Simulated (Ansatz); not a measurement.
## How the geometry moves the gap of SrTiO3 (Tausonite)

Aim: gaps of SrTiO3 (Tausonite) at the database cell and after a full relaxation.

Main program and level: Ansatz 0.2.0; PBE, HSE06 and G0W0, plane waves, PAW.

**Experimental background.**

- Gap 3.77 eV: direct gap (M0 critical point); spectroscopic ellipsometry, second-derivative fit; 300 K; bulk crystal (commercial single crystal) (“Optical probe of ferroelectric order in bulk and thin film perovskite titanates”, 2013, arxiv:1309.1245).

**1. The structure**

It takes space group Pm-3m (No. 221, cubic). Conventional cell: a = 3.905 Å, b = 3.905 Å, c = 3.905 Å, α = 90.00°, β = 90.00°, γ = 90.00°. Sr has 12 O at 2.76 Å nearest. Nearest to Ti lie 6 O at 1.95 Å. O has 2 Ti at 1.95 Å and 4 Sr at 2.76 Å nearest. Farther neighbours, and contacts between anions beyond the nearest, are not listed.

The cell and positions come from the Crystallography Open Database and are kept as given unless a step says otherwise. The runs that relaxed it are not among those shown. The default PAW set here is soft_2. Its files were made with PBE.

**2. PBE bands at the given cell**

The cheap functional maps the bands first; the places of the edges decide which points the dearer methods must see.

This step: DFT, PBE, plane waves, PAW.

Contents of input.yaml:

```yaml
crystal:
  lattice:
    - [3.90528, 0.0, 0.0]
    - [0.0, 3.90528, 0.0]
    - [0.0, 0.0, 3.90528]
  atoms:
    - { symbol: Sr, position: [0.5, 0.5, 0.5] }
    - { symbol: Ti, position: [0.0, 0.0, 0.0] }
    - { symbol: O, position: [0.5, 0.0, 0.0] }
    - { symbol: O, position: [0.0, 0.5, 0.0] }
    - { symbol: O, position: [0.0, 0.0, 0.5] }
kpoints:
  mp_grid: { grid: [6, 6, 6] }
  band_path:
    path:
      - [[0.0, 0.0, 0.0], [0.0, 0.5, 0.0], [0.5, 0.5, 0.0], [0.0, 0.0, 0.0], [0.5, 0.5, 0.5], [0.0, 0.5, 0.0]]
      - [[0.5, 0.5, 0.5], [0.5, 0.5, 0.0]]
    npoints: 10
hamiltonian:
  xc: pbe
scf:
  occupations: { method: fermi_dirac, width: 0.02 }
  n_extra_bands: 5
output:
  eigenvalues: true
  write_density: true
  write_potential: true
  elf: true
  volumetric_format: npy
```

Launch:

```console
ansatz run input.yaml --threads 3 --pin off --max-ram 92160MiB --backend cuda --events-out ev --progress --plain --runs-dir out --devices 1 --max-vram 13GiB
```

The log of the run:

```text
scf.n_extra_bands = 5 over 20 filled bands (N_el = 40.0): the run solves 25 bands
GPUs: using 1 of 1 available (devices: 1).
Engine: ansatz 0.2.0, x86_64-unknown-linux-gnu
Pseudopotentials: kind: paw
Pseudopotential: Sr, paw, valence charge 10, recommended cutoff 420 eV (normal), Sr.paw.azcp
Pseudopotential: Ti, paw, valence charge 12, recommended cutoff 420 eV (normal), Ti.paw.azcp
Pseudopotential: O, paw, valence charge 6, recommended cutoff 420 eV (normal), O.paw.azcp
Functional definition: PBE
  parameter kappa = 0.804
  parameter beta = 0.066725
  exchange = pbe_x(kappa = kappa, mu = beta*pi^2/3)
  correlation = pbe_c(beta = beta)
device memory: the entry about to start is reckoned to put 0.9 GiB on a device that reports 50.3 GiB free (of which the cap on the GPU budget leaves the run 13.0 GiB)
GPU FFT provider: cuFFT
GPU libraries: cuBLAS 13.8.2, cuFFT 12.4.0, cuSOLVER 12.3.4
Crystal: 5 atoms, lattice volume = 59.560 Å³
Basis set: ecut = 420 eV, 1189 PW (Γ)
Bands: 25, of which v1, the nominal top of the filled ones, is band 20 counted from 1 (19 counted from 0)
Symmetry: 48 space group operations
Space group: Pm-3m (ITA 221), of the structure as read, at distance tolerance 3.9e-5 Å
k-points: 20 of 216
Non-local potential: Sr, projectors of the file, l = 0: 3, l = 1: 2, l = 2: 2
Non-local potential: Ti, projectors of the file, l = 0: 3, l = 1: 2, l = 2: 3, l = 3: 1
Non-local potential: O, projectors of the file, l = 0: 2, l = 1: 2, l = 2: 1
PAW form: soft (Blöchl's): semilocal exchange-correlation on the pseudo side does not see the compensation charge
PAW one-centre angular grid: Sr, 110 points (default); XC on 64 Gauss nodes
PAW one-centre angular grid: Ti, 590 points (default); XC on 64 Gauss nodes
PAW one-centre angular grid: O, 110 points (default); XC on 64 Gauss nodes
Initial density: superposition of atomic densities (neutral atoms: chi_scale 0, normalization atom), corrected by the library's trained network
Initial wavefunctions: pseudopotential atomic-orbital guess
GPU buffer pool allocated for 19683 grid points (all kernels)
GPU transforms: local potential and band sums: pruned to the plane-wave sphere, on 25×27×27
Functional: x = pbe(κ = 0.804, μ = 0.219515), c = pbe(β = 0.066725)
SCF iter   1: F=—  HF=-7754.466479 eV  |F-HF|=—  |Δ(HF+E_count)|=         —  Δρ=1.96e-3  dr2=1.09e-3  ethr=1.77e-3  ⟨swp⟩=7.8  Hψ=2658  notcnv=0
preconditioner: auto → Resta (q_TF=auto, 2.553 Å⁻¹)  ε∞=5.6  [insulator: Δε(μ)=1.868 eV  Ē_g=12.253 eV  σ=0.020 eV  W_gap=1.00  n_scr=18 (ndim 8)  ℏωp=26.4 eV  f_vac=0.000  D(μ)=0.00/eV (n_scr^D=0)  ε∞_Penn≈5.6]
SCF iter   2: F=—  HF=-7754.467454 eV  |F-HF|=—  |Δ(HF+E_count)|=   9.75e-4  Δρ=9.51e-4  dr2=2.27e-4  ethr=2.72e-6  ⟨swp⟩=3.0  Hψ=1071  notcnv=0  defer=19
SCF iter   3: F=—  HF=-7754.467614 eV  |F-HF|=—  |Δ(HF+E_count)|=   1.60e-4  Δρ=1.19e-4  dr2=1.11e-5  ethr=5.68e-7  ⟨swp⟩=2.3  Hψ=672  notcnv=0  defer=20
SCF iter   4: F=—  HF=-7754.467641 eV  |F-HF|=—  |Δ(HF+E_count)|=   2.69e-5  Δρ=4.47e-5  dr2=1.77e-6  ethr=2.78e-8  ⟨swp⟩=2.4  Hψ=710  notcnv=0  defer=20
iter 5 did not close the SCF: its close was put off for the readings that it lacked (scf_convergence_deferred on its scf_iter line)
SCF iter   5: F=-7754.467641 eV  HF=-7754.467641 eV  |F-HF|=4.14e-8  |Δ(HF+E_count)|=   3.12e-7  Δρ=1.06e-5  dr2=5.42e-8  ethr=4.44e-9  ⟨swp⟩=2.6  Hψ=812  notcnv=0  defer=20
SCF iter   6: F=-7754.467641 eV  HF=-7754.467641 eV  |F-HF|=1.34e-10  |Δ(HF+E_count)|=   1.23e-8  Δρ=2.65e-6  dr2=3.17e-9  ethr=1.35e-10  ⟨swp⟩=5.3  Hψ=1712  notcnv=0
SCF 1 converged in 6 iterations: F = -7754.467641 eV  dr2 = 3.17e-9
[...]
device memory: the entry about to start is reckoned to put 1.4 GiB on a device that reports 50.6 GiB free (of which the cap on the GPU budget leaves the run 13.0 GiB)
NSCF: frozen V_eff on 62 k-points, pencils in batches of 32, up to order 112
SCF converged after 6 iterations
Free energy (F): -7754.467641 eV
Harris-Foulkes:  -7754.467641 eV  (|F-HF|=1.34e-10)
Internal energy: -7754.467641 eV  (E = F + TS)
E sigma→0 (E₀):  -7754.467641 eV
Fermi energy:    10.937393 eV
--- Per-component energies (eV) ---
  E_band       = -204.884141
  E_kinetic    = 1048.522298
  E_local      = -2384.444576  (includes V_loc(G=0)·N_el)
  E_nonlocal   = 348.037745
  E_hartree    = 834.931712
  E_xc         = -496.672941
  E_vxc        = -572.528952  (∫ρ·V_xc dr)
  E_paw        = -4213.754511  (= ΣΔE_a)
  E_vpaw       = -314.342119  (= ΣTr[D̂ρ^β])
  E_aug_tail   = 0.007572  (compensation charges beyond the density's cutoff)
  E_ewald      = -2891.094941
  E_smearing   = -0.000000  (= −TS)
  E_closure    = 0.000000  (closes the sum)
  Σ components = -7754.467641   (vs F -7754.467641, Δ=0.00e0)
--- Band table (eV; the first three rows and the last of 20) ---
  k-point 0: bands = [... 16 lower, 8.8189, 9.6461, 9.6461, 9.6461, 11.8774, 11.8774, 11.8774, 14.3355, ... 1 higher]
  k-point 1: bands = [... 16 lower, 8.5927, 8.8904, 9.4974, 9.4974, 11.9173, 12.4479, 12.4479, 14.3409, ... 1 higher]
  k-point 2: bands = [... 16 lower, 7.9128, 8.1957, 9.3322, 9.3322, 12.0000, 13.3760, 13.3760, 14.3474, ... 1 higher]
  k-point 19: bands = [... 16 lower, 6.2700, 9.9914, 9.9914, 9.9914, 14.4789, 14.4789, 14.4789, 16.9686, ... 1 higher]
```

It took 10 s on 1 × NVIDIA H100 80GB HBM3 (shared by 6 runs) with 3 threads of AMD EPYC 7R13 (Zen 3), shared host; peak memory 0.95 GiB; 4.3 s of CPU time.

Numbers from this step:

| Item | Value |
| --- | --- |
| filled bands | 20 |
| gap | 1.886 eV |
| valence top at | R |
| conduction bottom at | Γ |
| least direct gap | 2.231 eV |

The gap is indirect, with the least direct gap 0.35 eV higher.

**3. The relaxed cell**

Cell and ions were relaxed with PBE; that run is not shown. It left this cell:

It takes space group Pm-3m (No. 221, cubic). Conventional cell: a = 3.936 Å, b = 3.936 Å, c = 3.936 Å, α = 90.00°, β = 90.00°, γ = 90.00°. Nearest to Sr lie 12 O at 2.78 Å. Ti has 6 O at 1.97 Å nearest. O has 2 Ti at 1.97 Å and 4 Sr at 2.78 Å nearest. Farther neighbours, and contacts between anions beyond the nearest, are not listed.

**4. PBE at the relaxed cell**

The cell differs from the one that the last finished run ended in (a 3.905 → 3.936 Å, b 3.905 → 3.936 Å, c 3.905 → 3.936 Å).

Edit input.yaml of step 2 so:

```diff
@@ -2,5 +2,5 @@
   lattice:
-    - [3.90528, 0.0, 0.0]
-    - [0.0, 3.90528, 0.0]
-    - [0.0, 0.0, 3.90528]
+    - [3.9364184983, 0.0, 0.0]
+    - [0.0, 3.9364184983, 0.0]
+    - [0.0, 0.0, 3.9364184983]
   atoms:
@@ -25,5 +25 @@
   eigenvalues: true
-  write_density: true
-  write_potential: true
-  elf: true
-  volumetric_format: npy
```

The log of the run:

```text
[...]
GPUs: using 1 of 1 available (devices: 1).
[...]
GPU FFT provider: cuFFT
GPU libraries: cuBLAS 13.8.2, cuFFT 12.4.0, cuSOLVER 12.3.4
Crystal: 5 atoms, lattice volume = 60.996 Å³
Basis set: ecut = 420 eV, 1213 PW (Γ)
Bands: 25, of which v1, the nominal top of the filled ones, is band 20 counted from 1 (19 counted from 0)
[... 1 set-up line as in the run before ...]
[...]
k-points: 20 of 216
[...]
--- Band table (eV; the first three rows and the last of 20) ---
  k-point 0: bands = [... 16 lower, 8.5275, 9.3010, 9.3010, 9.3010, 11.5005, 11.5005, 11.5005, 13.8352, ... 1 higher]
  k-point 1: bands = [... 16 lower, 8.3104, 8.5660, 9.1572, 9.1572, 11.5379, 12.0492, 12.0492, 13.8387, ... 1 higher]
  k-point 2: bands = [... 16 lower, 7.6391, 7.9299, 8.9968, 8.9968, 11.6152, 12.9398, 12.9398, 13.8436, ... 1 higher]
  k-point 19: bands = [... 16 lower, 6.0058, 9.6594, 9.6594, 9.6594, 13.9966, 13.9966, 13.9966, 16.5427, ... 1 higher]
[key lines of the parts left out:]
SCF converged after 6 iterations
Free energy (F): -7754.486494 eV
Fermi energy:    10.583172 eV
```

It took 10 s on 1 × NVIDIA H100 80GB HBM3 (shared by 6 runs) with 3 threads; peak memory 0.93 GiB.

Numbers from this step:

```yaml
gap: 1.841 eV
valence_top_at: R
conduction_bottom_at: Γ
least_direct_gap: 2.200 eV
```

The gap is indirect, with the least direct gap 0.36 eV higher.

**5. HSE06 at the relaxed cell**

HSE06 mixes in a quarter of exact exchange at short range. Exchange couples all pairs of k points, which makes a full band path dear, so levels are read on the mesh and at chosen points.

This step: DFT, HSE06, plane waves, PAW.

input.yaml, the sections that differ from step 4:

```yaml
kpoints:
  mp_grid: { grid: [4, 4, 4] }
  band_path:
    path: [[0.0, 0.0, 0.0], [0.0, 0.5, 0.0], [0.5, 0.5, 0.0], [0.5, 0.5, 0.5]]
    npoints: 1
hamiltonian:
  xc: hse06
scf:
  occupations: { method: fixed }
  n_extra_bands: 5
# crystal, output: as in step 4
```

The log of the run:

```text
[...]
GPUs: using 1 of 1 available (devices: 1).
[...]
davidson cushion auto → on  (no smearing: the cushion is to keep the highest requested band from converging to the state above it; pin scf.eigensolver.cushion to override)
[...]
GPU FFT provider: cuFFT
GPU libraries: cuBLAS 13.8.2, cuFFT 12.4.0, cuSOLVER 12.3.4
Crystal: 5 atoms, lattice volume = 60.996 Å³
Basis set: ecut = 420 eV, 1213 PW (Γ)
[...]
Fermi energy:    8.644176 eV
[...]
--- Band table (eV; the first three rows and the last of 10) ---
  k-point 0: bands = [... 16 lower, 7.4203, 8.2575, 8.2575, 8.2575, 11.9087, 11.9087, 11.9087, 14.2011, ... 1 higher]
  k-point 1: bands = [... 16 lower, 6.8932, 7.0081, 8.0036, 8.0036, 11.9928, 12.9910, 12.9910, 14.2092, ... 1 higher]
  k-point 2: bands = [... 16 lower, 6.2054, 6.6465, 7.8537, 7.8537, 12.0810, 13.9391, 13.9391, 14.2149, ... 1 higher]
  k-point 9: bands = [... 16 lower, 4.6901, 8.6442, 8.6442, 8.6442, 14.7279, 14.7279, 14.7279, 17.2233, ... 1 higher]
[key lines of the parts left out:]
Free energy (F): -7756.150440 eV
```

Elapsed: 10 s, on 1 × NVIDIA H100 80GB HBM3 (shared by 6 runs) with 3 threads; peak memory 1.1 GiB.

Numbers from this step:

```
gap                  : 3.265 eV
valence top at       : R
conduction bottom at : Γ
least direct gap     : 3.651 eV
```

The gap stands +1.42 eV against PBE.

**6. G0W0 at the relaxed cell**

G0W0 replaces the xc potential by the self-energy, built once from these orbitals. Only a window of levels is corrected, while the sums run over the empty bands that the input names.

This step: G0W0 on PBE, plane waves, PAW.

Edit input.yaml of step 5 so:

```diff
@@ -13,11 +13,11 @@
   mp_grid: { grid: [4, 4, 4] }
-  band_path:
-    path: [[0.0, 0.0, 0.0], [0.0, 0.5, 0.0], [0.5, 0.5, 0.0], [0.5, 0.5, 0.5]]
-    npoints: 1
 hamiltonian:
-  xc: hse06
+  xc: pbe
 scf:
   occupations: { method: fixed }
-  n_extra_bands: 5
-output:
-  eigenvalues: true
+gw:
+  n_empty_bands: 182
+  ecut_chi: 120
+  qp_bands: [v2, c2]
+  qp_kpoints: band_edges
+  screening: { model: contour_deformation }
```

The log of the run:

```text
GPUs: using 1 of 1 available (devices: 1).
[...]
GPU FFT provider: cuFFT
GPU libraries: cuBLAS 13.8.2, cuFFT 12.4.0, cuSOLVER 12.3.4
Crystal: 5 atoms, lattice volume = 60.996 Å³
Basis set: ecut = 420 eV, 1213 PW (Γ)
Bands: 25, of which v1, the nominal top of the filled ones, is band 20 counted from 1 (19 counted from 0)
[... 1 set-up line as in the run before ...]
[...]
k-points: 10 of 64
[...]
1    22     12.5028   -14.2104    -6.4482   -21.8811  0.7103    13.7671    13.7253  root
[...]
9    19      9.6638   -26.0199     4.7744   -20.9631  0.7143     9.3797     9.3814  root
     9    20      9.6638   -26.0199     4.7744   -20.9631  0.7143     9.3797     9.3814  root
     9    21     13.9827   -14.4887    -7.9781   -23.7510  0.6644    15.3378    15.2669  root
     9    22     13.9827   -14.4887    -7.9781   -23.7510  0.6644    15.3378    15.2669  root
[key lines of the parts left out:]
SCF converged after 6 iterations
Free energy (F): -7754.469687 eV
Fermi energy:    9.663826 eV
```

Wall time 13 s (1 × NVIDIA H100 80GB HBM3 (shared by 6 runs) with 3 threads); peak memory 1.1 GiB.

Numbers from this step:

- bands summed: 202
- RPA ε∞ on this mesh (eigenvalues): 6.595, 6.595, 6.595
- plane waves in the screening matrix: 179
- G0W0 gap on the mesh: 3.312 eV
- k of the valence top: -0.5, -0.5, -0.5
- k of the conduction bottom: 0, 0, 0
- starting gap on the mesh: 1.823 eV
- least direct G0W0 gap on the computed points: 3.673 eV

The gap on the mesh goes from 1.82 eV to 3.31 eV, a correction of +1.49 eV. Between the two edge states, bare exchange in place of the xc potential would open the gap by 12.76 eV, and correlation takes back 11.27 eV.

**7. G0W0 at the given cell**

Edit input.yaml of step 6 so:

```diff
@@ -2,5 +2,5 @@
   lattice:
-    - [3.9364184983, 0.0, 0.0]
-    - [0.0, 3.9364184983, 0.0]
-    - [0.0, 0.0, 3.9364184983]
+    - [3.90528, 0.0, 0.0]
+    - [0.0, 3.90528, 0.0]
+    - [0.0, 0.0, 3.90528]
   atoms:
@@ -18,3 +18,3 @@
 gw:
-  n_empty_bands: 182
+  n_empty_bands: 177
   ecut_chi: 120
```

The log of the run:

```text
GPUs: using 1 of 1 available (devices: 1).
[...]
GPU FFT provider: cuFFT
GPU libraries: cuBLAS 13.8.2, cuFFT 12.4.0, cuSOLVER 12.3.4
Crystal: 5 atoms, lattice volume = 59.560 Å³
Basis set: ecut = 420 eV, 1189 PW (Γ)
Bands: 25, of which v1, the nominal top of the filled ones, is band 20 counted from 1 (19 counted from 0)
[... 1 set-up line as in the run before ...]
[...]
k-points: 10 of 64
[...]
1    22     12.9207   -14.2160    -6.4194   -21.8811  0.7153    14.2080    14.1663  root
[...]
9    19      9.9959   -26.0786     4.7737   -21.0126  0.7186     9.7019     9.7037  root
     9    20      9.9959   -26.0786     4.7737   -21.0126  0.7186     9.7019     9.7037  root
     9    21     14.4648   -14.5075    -7.9798   -23.8017  0.6694    15.8531    15.7791  root
     9    22     14.4648   -14.5075    -7.9798   -23.8017  0.6694    15.8531    15.7791  root
[key lines of the parts left out:]
SCF converged after 6 iterations
Free energy (F): -7754.450213 eV
Fermi energy:    9.995895 eV
```

Run time: 11 s. Hardware: 1 × NVIDIA H100 80GB HBM3 (shared by 6 runs) with 3 threads; peak memory 1.1 GiB.

This step gave:

```
bands summed                                 : 197
RPA ε∞ on this mesh (eigenvalues)            : 6.546, 6.546, 6.546
plane waves in the screening matrix          : 179
G0W0 gap on the mesh                         : 3.384 eV
k of the valence top                         : -0.5, -0.5, -0.5
k of the conduction bottom                   : 0, 0, 0
starting gap on the mesh                     : 1.868 eV
least direct G0W0 gap on the computed points : 3.729 eV
```

The gap on the mesh goes from 1.87 eV to 3.38 eV, a correction of +1.52 eV. Between the two edge states, bare exchange in place of the xc potential would open the gap by 12.74 eV, and correlation takes back 11.23 eV.

**8. Together**

G0W0 rows are gaps on the mesh, lowered where the mesh misses an edge of the band path.

| level | given cell (eV) | relaxed cell (eV) | change (eV) |
| --- | --- | --- | --- |
| PBE | 1.89 | 1.84 | −0.04 |
| HSE06 | - | 3.26 | - |
| G0W0@PBE | 3.38 | 3.31 | −0.07 |

**9. Outcome**

```json
{
 "volume change": "+2.4 %",
 "PBE, given cell": "1.89 eV",
 "PBE, relaxed cell": "1.84 eV",
 "HSE06, relaxed cell": "3.26 eV",
 "G0W0@PBE, relaxed cell": "3.31 eV",
 "G0W0@PBE, given cell": "3.38 eV",
 "known limits": "short of the basis limit; no spin-orbit coupling; coarse k mesh"
}
```

**Reading.** Relaxation changes the volume by +2.4 % and the gap by −0.04 eV (PBE) and −0.07 eV (G0W0@PBE). Bands and cutoff are finite, so the gap stands short of the basis limit, usually by up to a few tenths of an eV; the mesh is an error of its own. The 4×4×4 mesh is coarse for this cell (its supercell is 16 Å along the shortest edge). The RPA ε∞ on it, from the PBE start, is 6.55; such meshes misread the long-range screening, most where the gap is narrow. This is the ideal cubic cell; many perovskites, halides above all, are cubic only on average, and local tilts or off-centring can widen the gap. The many-body steps are scalar-relativistic: spin-orbit coupling is not in them.

[Long decimals in the printed logs are rounded to 6 places.]

[Logs are printed without paths, hosts, clocks, repeated set-up lines and the standing remarks that a program may print on its own settings, such as how far it seeks lower states.]

[Paths, hosts, dates, memory and timing lines, banners, echoed tables and standing remarks are left out of the program output; an Ansatz launch command may be rebuilt from the run's recorded settings. Measured values are a selection of at most five: reports struck by readers or far from the other reports are left out. None is set beside runs whose start may be inverted or whose files or cutoffs have a known fault.]

[Runs of the session that timed out or met a known fault of the program may be left out.]

[Cells called generated may have been cut or substituted from an entry of the Crystallography Open Database or the Materials Project.]

[Hosts, paths, dates, database ids (printed as entryN), source tags and the programs' standing remarks are cut or masked in the printed files.]

[Where the starting crystal was built by hand or by swapping elements, it need not be the compound's stable phase.]
